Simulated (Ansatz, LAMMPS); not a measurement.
## Finding the fault: liquid (Cs,K,Li)F at 1400 K (82 atoms)

Program: Ansatz 0.2.0. The cell: 15 Cs, 8 K, 18 Li and 41 F.

The input, input.yaml:

```yaml
crystal:
  lattice:
    - [12.9563, 0.0, 0.0]
    - [0.0, 12.9563, 0.0]
    - [0.0, 0.0, 12.9563]
  atoms:
    - { symbol: Cs, position: [0.3712, 0.13612, 0.16585] }
    - { symbol: Cs, position: [0.9223, 0.77094, 0.42912] }
    - { symbol: Cs, position: [0.4389, 0.63196, 0.8895] }
    - { symbol: Cs, position: [0.07597, 0.17556, 0.20407] }
    - { symbol: Cs, position: [0.07217, 0.02042, 0.52469] }
    - { symbol: Cs, position: [0.01439, 0.33419, 0.54612] }
    - { symbol: Cs, position: [0.41237, 0.35022, 0.62815] }
    - { symbol: Cs, position: [0.70759, 0.80126, 0.61188] }
    - { symbol: Cs, position: [0.76304, 0.07827, 0.18003] }
    - { symbol: Cs, position: [0.05241, 0.4921, 0.93037] }
    - { symbol: Cs, position: [0.75058, 0.77142, 0.9786] }
    - { symbol: Cs, position: [0.84186, 0.50817, 0.69715] }
    - { symbol: Cs, position: [0.18262, 0.22702, 0.80536] }
    - { symbol: Cs, position: [0.69059, 0.04761, 0.68119] }
    - { symbol: Cs, position: [0.91731, 0.88806, 0.82215] }
    - { symbol: K, position: [0.19412, 0.67849, 0.0266] }
    - { symbol: K, position: [0.45887, 0.95805, 0.98688] }
    - { symbol: K, position: [0.26863, 0.75884, 0.48456] }
    [... 58 atom lines left out ...]
    - { symbol: F, position: [0.88049, 0.55771, 0.3871] }
    - { symbol: F, position: [0.96081, 0.9704, 0.32254] }
    - { symbol: F, position: [0.29022, 0.4753, 0.95919] }
    - { symbol: F, position: [0.51544, 0.14832, 0.67711] }
    - { symbol: F, position: [0.23267, 0.24574, 0.60781] }
    - { symbol: F, position: [0.03398, 0.40281, 0.27231] }
kpoints:
  mp_grid: { grid: [1, 1, 1] }
hamiltonian:
  xc: pbe
scf:
  occupations: { method: gaussian, width: 0.05 }
  eigensolver: { kind: { support_functions: { accuracy: medium, radius: 3.7 } } }
  max_iter: 150
output:
  forces: true
  eigenvalues: true
```

Started as:

```console
> ansatz run input.yaml --threads 4 --pin off --max-ram 8192MiB --backend cpu --events-out ev --progress --plain --runs-dir out
```

Standard output:

```text
Warning: scf.eigensolver.kind.support_functions: disabling space-group detection — the functions' gradient is summed over unrotated k-points, so no spatial operation reduces the k-mesh or symmetrises the density; time reversal is kept, so that k and −k are solved as one point where they differ and the mesh holds both, and exact exchange and, on two spinor components, a DFT+U term hold to it where the run has them: [...]
Warning: basis.ecutwfc = 631 eV, auto-derived: no grid that the accuracy of the support functions lays serves the files at the lower one that their records recommend; a deck with other species or settings can derive another value
settings of this run that can trade accuracy for cost: scf.eigensolver.kind.support_functions [...]
Engine: ansatz 0.2.0, aarch64-unknown-linux-gnu
Pseudopotentials: kind: paw
Pseudopotential: Cs, paw, valence charge 9, recommended cutoff 420 eV (normal), Cs.paw.azcp
Pseudopotential: K, paw, valence charge 9, recommended cutoff 420 eV (normal), K.paw.azcp
Pseudopotential: Li, paw, valence charge 3, recommended cutoff 420 eV (normal), Li.paw.azcp
Pseudopotential: F, paw, valence charge 7, recommended cutoff 420 eV (normal), F.paw.azcp
[... 5 lines on functional and potentials left out ...]
Error: SCF: the radius of support functions is under 4.14 Å, the least for these sites at the functions' level (scf.eigensolver.kind.support_functions.accuracy). Use scf.eigensolver.kind: auto, or type scf.eigensolver.kind.support_functions.radius at least as long, [...]
```

Run time: 7.2 s. Hardware: 4 threads of Arm Neoverse V1, shared host; peak memory 0.69 GiB; 23 s of CPU time.

Q: Name the fault and the fix.

A radius under the least that the level allows: support_functions.radius = 3.7.

The fix is to use a longer radius.

The run ended with an error.

[Long decimals in the printed logs are rounded to 6 places.]

[Logs are printed without paths, hosts, clocks, repeated set-up lines and the standing remarks that a program may print on its own settings, such as how far it seeks lower states.]

[Hosts, paths, dates, database ids (printed as entryN), source tags and the programs' standing remarks are cut or masked in the printed files.]
